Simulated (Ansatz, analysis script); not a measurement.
## Collinear and non-collinear states of Co3Sn2S2

Do the moments of Co3Sn2S2 prefer to cant? Several patterns are started on spinors.

Main program and level: Ansatz 0.2.0; PBEsol, PAW set soft_1 (files made for PBE).

This is a report of a sequence of runs, with most program output left out.

## Step 1: Starting point

Symmetry: R-3m, No. 166, trigonal system. The conventional cell has a = 5.357 Å, b = 5.357 Å, c = 13.127 Å, α = 90.00°, β = 90.00°, γ = 120.00°. Nearest to Co lie 2 S at 2.17 Å. Nearest to Sn lie 6 Co at 2.68 Å and 2 S at 2.85 Å. Nearest to Sn lie 6 Co at 2.68 Å and 6 S at 3.16 Å. Nearest to S lie 3 Co at 2.17 Å and 4 Sn at 2.85 to 3.16 Å. Farther neighbours and most contacts between anions are not listed.

Coordinates:

```cif
data_structure
_symmetry_space_group_name_H-M 'P 1'
_symmetry_Int_Tables_number 1
_cell_length_a 5.3574
_cell_length_b 5.3574
_cell_length_c 5.3586
_cell_angle_alpha 60.008
_cell_angle_beta 60.008
_cell_angle_gamma 60.000
_cell_volume 108.77
loop_
_atom_site_label
_atom_site_type_symbol
_atom_site_fract_x
_atom_site_fract_y
_atom_site_fract_z
_atom_site_occupancy
Co1 Co 0.50000 0.00000 0.50000 1
Co2 Co 0.00000 0.50000 0.50000 1
Co3 Co 0.00000 0.00000 0.50000 1
Sn4 Sn 0.50000 0.50000 0.50000 1
Sn5 Sn 0.00000 0.00000 0.00000 1
S6 S 0.71700 0.71700 0.84900 1
S7 S 0.28300 0.28300 0.15100 1
```

The cell of this run holds 7 atoms, 3 of them with a starting moment; values «a cell» refer to the cell of the run in question.

## Step 2: The collinear state

The work starts on two spin channels, which tell the size of the moments.

Contents of input.yaml:

```yaml
crystal:
  lattice:
    - [-2.678695, 4.639635838, 0.0]
    - [-5.35739, 0.0, 0.0]
    - [-2.678695, 1.5465452793, 4.3758]
  atoms:
    - { symbol: Co, position: [0.5, 0.0, 0.5], spin: 2.0 }
    - { symbol: Co, position: [0.0, 0.5, 0.5], spin: 2.0 }
    - { symbol: Co, position: [0.0, 0.0, 0.5], spin: 2.0 }
    - { symbol: Sn, position: [0.5, 0.5, 0.5] }
    - { symbol: Sn, position: [0.0, 0.0, 0.0] }
    - { symbol: S, position: [0.717, 0.717, 0.849] }
    - { symbol: S, position: [0.283, 0.283, 0.151] }
magnetization:
  spin_polarized: true
kpoints:
  mp_grid: { grid: [6, 6, 6] }
hamiltonian:
  xc: pbesol
  pseudopotentials: { kind: paw, azcp: { folder: soft_1 }, xc_functional: pbe }
scf:
  occupations: { method: fermi_dirac, width: 0.05 }
  max_iter: 120
  convergence: { dr2_threshold: 1.0e-08 }
  lower_state_search: "off"
output:
  write_density: true
  write_potential: true
  elf: true
  volumetric_format: npy
```

Started as:

```
$ ansatz run input.yaml --threads 2 --pin off --max-ram 5632MiB --backend cpu --events-out ev --progress --plain --runs-dir out
```

It took 21 s on 2 threads of Arm Neoverse V1, shared host; peak memory 0.57 GiB; 40 s of CPU time.

Spin moment in the atom's sphere by atom:

```csv
atom,spin moment in the atom's sphere (μB)
Co1,0.323
Co2,0.323
Co3,0.323
Sn4,-0.002
Sn5,-0.009
S6,0.008
S7,0.008
```

Tables count atoms from 1; parts of the log count from 0.

The run ends ferromagnetic, with a net moment of 0.929 μB a cell. Only this order was typed. The moments fell far under the 2 μB typed, which may or may not be the compound's spin state.

Spin density in the ac plane of the conventional cell at fractional y = 0.000, with atoms of Co and Sn and S within 0.2 Å of it.

Ten even steps from '0' (-0.05 × 1e-1 e/Å³) to '9' (6.99 × 1e-1 e/Å³), each cell a mean:
```
000000000000000
000000000000000
000000000000000
000000000000000
000000000000000
000000000000000
000000000000000
000000000000000
000000000000000
000000000000000
000000000000000
000000295000000
000000153000000
000000000000000
000000000000000
000000000000000
000000000000000
000000000000000
000000000000000
000000000000000
000000000000000
000000000000000
000000000000000
000000000000000
```
Columns run along a (5.4 Å), rows up along c (13.1 Å), edges of the conventional cell, whose origin can differ from the input's. Atoms in or near the plane, at fractional coordinates: Co at (0.50, 0.50), Sn at (0.00, 0.50), Sn at (0.00, 0.00), S at (0.00, 0.28), S at (0.00, 0.72).

Valence density in the ac plane of the conventional cell at fractional y = 0.000, with atoms of Co and Sn and S within 0.2 Å of it. It is the smooth field of the valence electrons, not physical close to the nuclei.

Ten steps, logarithmic in the rise over the least value, from '0' (0 e/Å³) to '9' (31 e/Å³), each cell a mean:
```
652000000000146
321000000000112
011110000011111
011221100122210
111221000122211
222110000001122
122100000000232
322000000000123
210000000000011
100000010000000
431001344200124
763113798511257
652112687411146
320000122100012
100000000000000
221000000000012
222100000000122
232100000000222
222110000011122
111221100122211
011221000122110
111100000000111
431000000000124
763000000000157
```
Columns run along a (5.4 Å), rows up along c (13.1 Å), edges of the conventional cell, whose origin can differ from the input's. Atoms in or near the plane, at fractional coordinates: Co at (0.50, 0.50), Sn at (0.00, 0.50), Sn at (0.00, 0.00), S at (0.00, 0.28), S at (0.00, 0.72).

ELF in the ac plane of the conventional cell at fractional y = 0.000, with atoms of Co and Sn and S within 0.2 Å of it. It is the smooth field of the valence electrons, not physical close to the nuclei.

Ten even steps from '_' (0.01) to '@' (0.88), each cell a mean:
```
__..::::....________..::--::__
--------::..........::--------
----::::::::::::::::::::::----
::::..::::::::----::::::....::
++==::::::::--==--::::::::--==
**##**--::::::----::::--++##**
__++%%**::..........::==%%##::
**%%%%++..............--##@@##
@@%%++..__..::::::..__..--##%%
--::......::::----::......::--
::::----::::::::::::::----::::
____::----::==##++--::----..__
__..::----::==++++--::----::__
::::::::::::::::::::::::::::::
==--::....::------::......--==
@@@@**::__....::::..__..==%%@@
--##%%**::............==##%%++
..**%%**--::::::::::::==##%%--
####++::::::------::::::==**##
----::::::::--==--::::::::::--
::::....::::::----::::::..::::
==----::::::::::::::::::------
::::----::..........::------::
____::::..__________..::::..__
```
Columns run along a (5.4 Å), rows up along c (13.1 Å), edges of the conventional cell, whose origin can differ from the input's. Atoms in or near the plane, at fractional coordinates: Co at (0.50, 0.50), Sn at (0.00, 0.50), Sn at (0.00, 0.00), S at (0.00, 0.28), S at (0.00, 0.72).

## Step 3: The same state on a denser mesh

Levels at the Fermi energy are partly filled, so moments and energy differences can hang on the k-mesh, and the state is solved again on a denser one.

input.yaml, the sections that differ from step 2:

```yaml
crystal:
  lattice:
    - [-2.678695, 4.639635838, 0.0]
    - [-5.35739, 0.0, 0.0]
    - [-2.678695, 1.5465452793, 4.3758]
  atoms:
    - { symbol: Co, position: [0.5, 0.0, 0.5], spin: 0.32 }
    - { symbol: Co, position: [0.0, 0.5, 0.5], spin: 0.32 }
    - { symbol: Co, position: [0.0, 0.0, 0.5], spin: 0.32 }
    - { symbol: Sn, position: [0.5, 0.5, 0.5] }
    - { symbol: Sn, position: [0.0, 0.0, 0.0] }
    - { symbol: S, position: [0.717, 0.717, 0.849] }
    - { symbol: S, position: [0.283, 0.283, 0.151] }
kpoints:
  mp_grid: { grid: [9, 9, 9] }
basis:
  ecutwfc: 420.0
checkpoint:
  read: start
  write: ck
  compress: false
  write_wavefunctions: false
  write_every: 100000
# magnetization, hamiltonian, scf: as in step 2
# output: removed
```

Started as:

```
$ ansatz run input.yaml --threads 4 --pin off --max-ram 11264MiB --backend cpu --events-out ev --progress --plain --runs-dir out
```

The job ended after 14 s (4 threads; peak memory 0.9 GiB; 56 s of CPU time).

Spin moment in the atom's sphere by atom:

```csv
atom,spin moment in the atom's sphere (μB)
Co1,0.324
Co2,0.324
Co3,0.324
Sn4,-0.003
Sn5,-0.009
S6,0.008
S7,0.008
```

The run ends ferromagnetic, with a net moment of 0.929 μB a cell, against 0.929 μB on the first mesh.

Signs and angles in the names of the patterns follow the order of the magnetic atoms in the input, which need not be their order in space.

In the spinor runs that follow the search for lower states is off.

## Step 4: Start: ferro

The parallel pattern comes first.

input.yaml, the sections that differ from step 3:

```yaml
crystal:
  lattice:
    - [-2.678695, 4.639635838, 0.0]
    - [-5.35739, 0.0, 0.0]
    - [-2.678695, 1.5465452793, 4.3758]
  atoms:
    - { symbol: Co, position: [0.5, 0.0, 0.5], spin: 0.32, spin_axis: [0.0, 0.0, 1.0] }
    - { symbol: Co, position: [0.0, 0.5, 0.5], spin: 0.32, spin_axis: [0.0, 0.0, 1.0] }
    - { symbol: Co, position: [0.0, 0.0, 0.5], spin: 0.32, spin_axis: [0.0, 0.0, 1.0] }
    - { symbol: Sn, position: [0.5, 0.5, 0.5] }
    - { symbol: Sn, position: [0.0, 0.0, 0.0] }
    - { symbol: S, position: [0.717, 0.717, 0.849] }
    - { symbol: S, position: [0.283, 0.283, 0.151] }
magnetization:
  noncollinear: true
# kpoints, hamiltonian, scf, basis: as in step 3
# checkpoint: removed
```

Started as:

```
$ ansatz run input.yaml --threads 2 --pin off --max-ram 5632MiB --backend cpu --events-out ev --progress --plain --runs-dir out
```

The job ended after 3.6 min (2 threads; peak memory 1.6 GiB).

It ends ferromagnetic; the largest site carries 0.324 μB.

Spin moment in the atom's sphere by atom:

```csv
atom,x (μB),y (μB),z (μB),size
Co1,0.000,0.000,0.324,0.324
Co2,0.000,0.000,0.324,0.324
Co3,0.000,0.000,0.324,0.324
Sn4,0.000,0.000,-0.003,0.003
Sn5,0.000,0.000,-0.009,0.009
S6,0.000,0.000,0.008,0.008
S7,0.000,0.000,0.008,0.008
```

## Step 5: Start: umbrella

A symmetric pattern; a run keeps it where it is stationary.

input.yaml, the sections that differ from step 4:

```yaml
crystal:
  lattice:
    - [-2.678695, 4.639635838, 0.0]
    - [-5.35739, 0.0, 0.0]
    - [-2.678695, 1.5465452793, 4.3758]
  atoms:
    - { symbol: Co, position: [0.5, 0.0, 0.5], spin: 0.32, spin_axis: [0.894427, 0.0, 0.447214] }
    - { symbol: Co, position: [0.0, 0.5, 0.5], spin: 0.32, spin_axis: [-0.447214, 0.774597, 0.447214] }
    - { symbol: Co, position: [0.0, 0.0, 0.5], spin: 0.32, spin_axis: [-0.447214, -0.774597, 0.447214] }
    - { symbol: Sn, position: [0.5, 0.5, 0.5] }
    - { symbol: Sn, position: [0.0, 0.0, 0.0] }
    - { symbol: S, position: [0.717, 0.717, 0.849] }
    - { symbol: S, position: [0.283, 0.283, 0.151] }
output:
  write_density: true
  write_potential: true
  elf: true
  volumetric_format: npy
# kpoints, hamiltonian, scf, basis, magnetization: as in step 4
```

Wall time 4.5 min (2 threads); peak memory 1.7 GiB.

It ends ferromagnetic; the largest site carries 0.324 μB.

Spin moment in the atom's sphere by atom:

```csv
atom,x (μB),y (μB),z (μB),size
Co1,0.000,0.000,0.324,0.324
Co2,0.000,0.000,0.324,0.324
Co3,0.000,0.000,0.324,0.324
Sn4,0.000,0.000,-0.003,0.003
Sn5,0.000,0.000,-0.009,0.009
S6,0.000,0.000,0.008,0.008
S7,0.000,0.000,0.008,0.008
```

## Step 6: Start: 120 degrees in the xy plane

input.yaml, the sections that differ from step 5:

```yaml
crystal:
  lattice:
    - [-2.678695, 4.639635838, 0.0]
    - [-5.35739, 0.0, 0.0]
    - [-2.678695, 1.5465452793, 4.3758]
  atoms:
    - { symbol: Co, position: [0.5, 0.0, 0.5], spin: 0.32, spin_axis: [1.0, 0.0, 0.0] }
    - { symbol: Co, position: [0.0, 0.5, 0.5], spin: 0.32, spin_axis: [-0.5, 0.866025, 0.0] }
    - { symbol: Co, position: [0.0, 0.0, 0.5], spin: 0.32, spin_axis: [-0.5, -0.866025, 0.0] }
    - { symbol: Sn, position: [0.5, 0.5, 0.5] }
    - { symbol: Sn, position: [0.0, 0.0, 0.0] }
    - { symbol: S, position: [0.717, 0.717, 0.849] }
    - { symbol: S, position: [0.283, 0.283, 0.151] }
# kpoints, hamiltonian, scf, basis, magnetization: as in step 5
# output: removed
```

Elapsed: 3.3 min, on 2 threads; peak memory 1.7 GiB.

It ends non-magnetic; the largest site carries 0 μB.

The spin moment in the atom's sphere vanishes on all atoms.

## Step 7: Start: random 1

Random directions favour no pattern, so the moments can find one that was not thought of.

input.yaml, the sections that differ from step 6:

```yaml
crystal:
  lattice:
    - [-2.678695, 4.639635838, 0.0]
    - [-5.35739, 0.0, 0.0]
    - [-2.678695, 1.5465452793, 4.3758]
  atoms:
    - { symbol: Co, position: [0.5, 0.0, 0.5], spin: 0.32, spin_axis: [0.897504, -0.197828, -0.394146] }
    - { symbol: Co, position: [0.0, 0.5, 0.5], spin: 0.32, spin_axis: [0.523916, 0.432972, -0.733517] }
    - { symbol: Co, position: [0.0, 0.0, 0.5], spin: 0.32, spin_axis: [0.354093, 0.832794, -0.425526] }
    - { symbol: Sn, position: [0.5, 0.5, 0.5] }
    - { symbol: Sn, position: [0.0, 0.0, 0.0] }
    - { symbol: S, position: [0.717, 0.717, 0.849] }
    - { symbol: S, position: [0.283, 0.283, 0.151] }
# kpoints, hamiltonian, scf, basis, magnetization: as in step 6
```

The job ended after 21 min (2 threads; peak memory 4.8 GiB; 42 min of CPU time).

It ends ferromagnetic; the largest site carries 0.324 μB.

Spin moment in the atom's sphere by atom:

```csv
atom,x (μB),y (μB),z (μB),size
Co1,0.222,0.133,-0.194,0.324
Co2,0.222,0.133,-0.194,0.324
Co3,0.222,0.133,-0.194,0.324
Sn4,-0.002,-0.001,0.002,0.003
Sn5,-0.006,-0.004,0.005,0.009
S6,0.005,0.003,-0.005,0.008
S7,0.005,0.003,-0.005,0.008
```

## Step 8: Start: collinear ++-

input.yaml, the sections that differ from step 7:

```yaml
crystal:
  lattice:
    - [-2.678695, 4.639635838, 0.0]
    - [-5.35739, 0.0, 0.0]
    - [-2.678695, 1.5465452793, 4.3758]
  atoms:
    - { symbol: Co, position: [0.5, 0.0, 0.5], spin: 0.32, spin_axis: [0.0, 0.0, 1.0] }
    - { symbol: Co, position: [0.0, 0.5, 0.5], spin: 0.32, spin_axis: [0.0, 0.0, 1.0] }
    - { symbol: Co, position: [0.0, 0.0, 0.5], spin: 0.32, spin_axis: [0.0, 0.0, -1.0] }
    - { symbol: Sn, position: [0.5, 0.5, 0.5] }
    - { symbol: Sn, position: [0.0, 0.0, 0.0] }
    - { symbol: S, position: [0.717, 0.717, 0.849] }
    - { symbol: S, position: [0.283, 0.283, 0.151] }
# kpoints, hamiltonian, scf, basis, magnetization: as in step 7
```

Run time: 8.8 min. Hardware: 2 threads; peak memory 3.2 GiB; 18 min of CPU time.

It ends ferromagnetic; the largest site carries 0.324 μB.

## Step 9: Start: random 2

input.yaml, the sections that differ from step 8:

```yaml
crystal:
  lattice:
    - [-2.678695, 4.639635838, 0.0]
    - [-5.35739, 0.0, 0.0]
    - [-2.678695, 1.5465452793, 4.3758]
  atoms:
    - { symbol: Co, position: [0.5, 0.0, 0.5], spin: 0.32, spin_axis: [0.983702, 0.145287, -0.105936] }
    - { symbol: Co, position: [0.0, 0.5, 0.5], spin: 0.32, spin_axis: [0.982363, 0.14456, -0.118594] }
    - { symbol: Co, position: [0.0, 0.0, 0.5], spin: 0.32, spin_axis: [0.529392, 0.537862, 0.656086] }
    - { symbol: Sn, position: [0.5, 0.5, 0.5] }
    - { symbol: Sn, position: [0.0, 0.0, 0.0] }
    - { symbol: S, position: [0.717, 0.717, 0.849] }
    - { symbol: S, position: [0.283, 0.283, 0.151] }
# kpoints, hamiltonian, scf, basis, magnetization: as in step 8
```

Run time: 26 min. Hardware: 2 threads; peak memory 4.8 GiB.

It ends ferromagnetic; the largest site carries 0.324 μB.

## Step 10: The textures side by side

The last two columns average e·e over the pairs of the two nearest shells of magnetic atoms: 1 is parallel, −1 opposed.

The states reached:

```csv
start,final state,energy (meV/magnetic atom),net moment (μB/cell),mean moment (μB),least moment (μB),typed angles to the first (deg),final angles to the first (deg),triple product of the first three,"mean cosine, nearest magnetic neighbours",second shell
ferro,ferromagnetic,0,0.9295,0.3238,0.3238,0 0,0 0,0,1,1
umbrella,ferromagnetic,0,0.9295,0.3238,0.3238,102 102,0 0,0,1,1
120 degrees in the xy plane,non-magnetic,6.241,0,0,0,120 120,-,-,-,-
random 1,ferromagnetic,0,0.9295,0.3238,0.3238,48 71,0 0,0,1,1
collinear ++-,ferromagnetic,0,0.9295,0.3238,0.3238,0 180,0 0,0,1,1
random 2,ferromagnetic,0,0.9295,0.3238,0.3238,1 58,0 0,0,1,1
```

## Step 11: What came out

- lowest state found: ferromagnetic
- mean cosine between nearest magnetic neighbours there: 1.0
- net moment of the lowest state: 0.929 μB a cell
- mean moment in the lowest state: 0.324 μB

The lowest state found is ferromagnetic, reached from the start «ferro», 6.24 meV a magnetic atom under the next one (non-magnetic). 5 of the 6 converged starts end within 0.1 meV of the lowest. 4 starts left the typed angles, so their energies belong to the state reached. 1 of the starts lose their moments altogether. Without spin–orbit coupling only the angles between moments count. Only the listed patterns were tried. The 6 spinor runs took 68 min of wall time, added up. Energies are free energies at a smearing of 0.05 eV, and with partly filled levels differences shift, at times strongly, as the smearing goes to zero. In doubt: the program's search for lower states was switched off, so a lower magnetic state than those reached may exist.

[Logs and program files are shortened in this print: banners, set-up blocks, solver, clock and traceback lines can be left out without a mark of their own.]

[Logs are printed without paths, hosts, clocks, repeated set-up lines and the standing remarks that a program may print on its own settings, such as how far it seeks lower states.]

[Hosts, paths, dates, database ids (printed as entryN), source tags and the programs' standing remarks are cut or masked in the printed files.]
